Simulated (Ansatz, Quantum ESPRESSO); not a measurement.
## W1-xMox: cell size against composition

Does the cell follow a straight line between the end members?

Calculated with Quantum ESPRESSO 7.5, PBEsol, GBRV 1.5 ultrasoft potentials, cutoff 680 eV, Fermi–Dirac smearing 0.05 eV, k-mesh 8×8×8, no spin polarisation, no spin-orbit coupling.

Each composition is one ordered cell of the bcc structure with 8 sites to fill (x is the share of Mo on the W sites), chosen so that its near-neighbour pairs are as close to random as the cell allows, with cell and atoms relaxed. The cell at x = 0.125: a = 5.4554 Å, b = 5.4554 Å, c = 5.4554 Å, α = 109.47°, β = 109.47°, γ = 109.47°.

```csv
atom,x,y,z
W,0.0000,0.0000,0.5000
W,0.0000,0.5000,0.0000
W,0.0000,0.5000,0.5000
W,0.5000,0.0000,0.0000
W,0.5000,0.0000,0.5000
W,0.5000,0.5000,0.0000
W,0.5000,0.5000,0.5000
Mo,0.0000,0.0000,0.0000
```

```
    x  formula  space group  volume for each atom (Å³)
    0        W        Im-3m                     15.665
0.125     MoW7        Im-3m                     15.623
 0.25     MoW3         R-3m                     15.584
  0.5      MoW         Cmmm                     15.493
0.625    Mo5W3         Fmmm                     15.444
 0.75     Mo3W         R-3m                     15.392
0.875     Mo7W        Im-3m                     15.336
    1       Mo        Im-3m                     15.281
```

**Question.** Fit the trend and give the value at x = 0.375, a row left out above.

The law is y = (1 − x) y0 + x y1 − b x(1 − x). With w = x(1 − x) and δ the distance of each inner row from the straight line, b = −Σδw/Σw².

```
    x       w      δ
0.125  0.1094  0.006
 0.25  0.1875  0.015
  0.5  0.2500  0.020
0.625  0.2344  0.019
 0.75  0.1875  0.015
0.875  0.1094  0.007
```

Σδw = 0.0165 and Σw² = 0.2117, so b = −0.078 Å³. At x = 0.375 the law gives 15.539 Å³. The run itself gives 15.540 Å³, so the estimate misses by 0.001 Å³, a rounding's worth.

At x = 0.5 the bowing term is 0.13 % of the value there, against 2.4 % between the ends, so the straight line holds well.

One small ordered cell stands for each composition, so a random alloy may differ.

The same fit over all rows at other levels or in other programs gives b = −0.080 Å³ with PBEsol (Ansatz).

[Logs are printed without paths, hosts, clocks, repeated set-up lines and the standing remarks that a program may print on its own settings, such as how far it seeks lower states.]
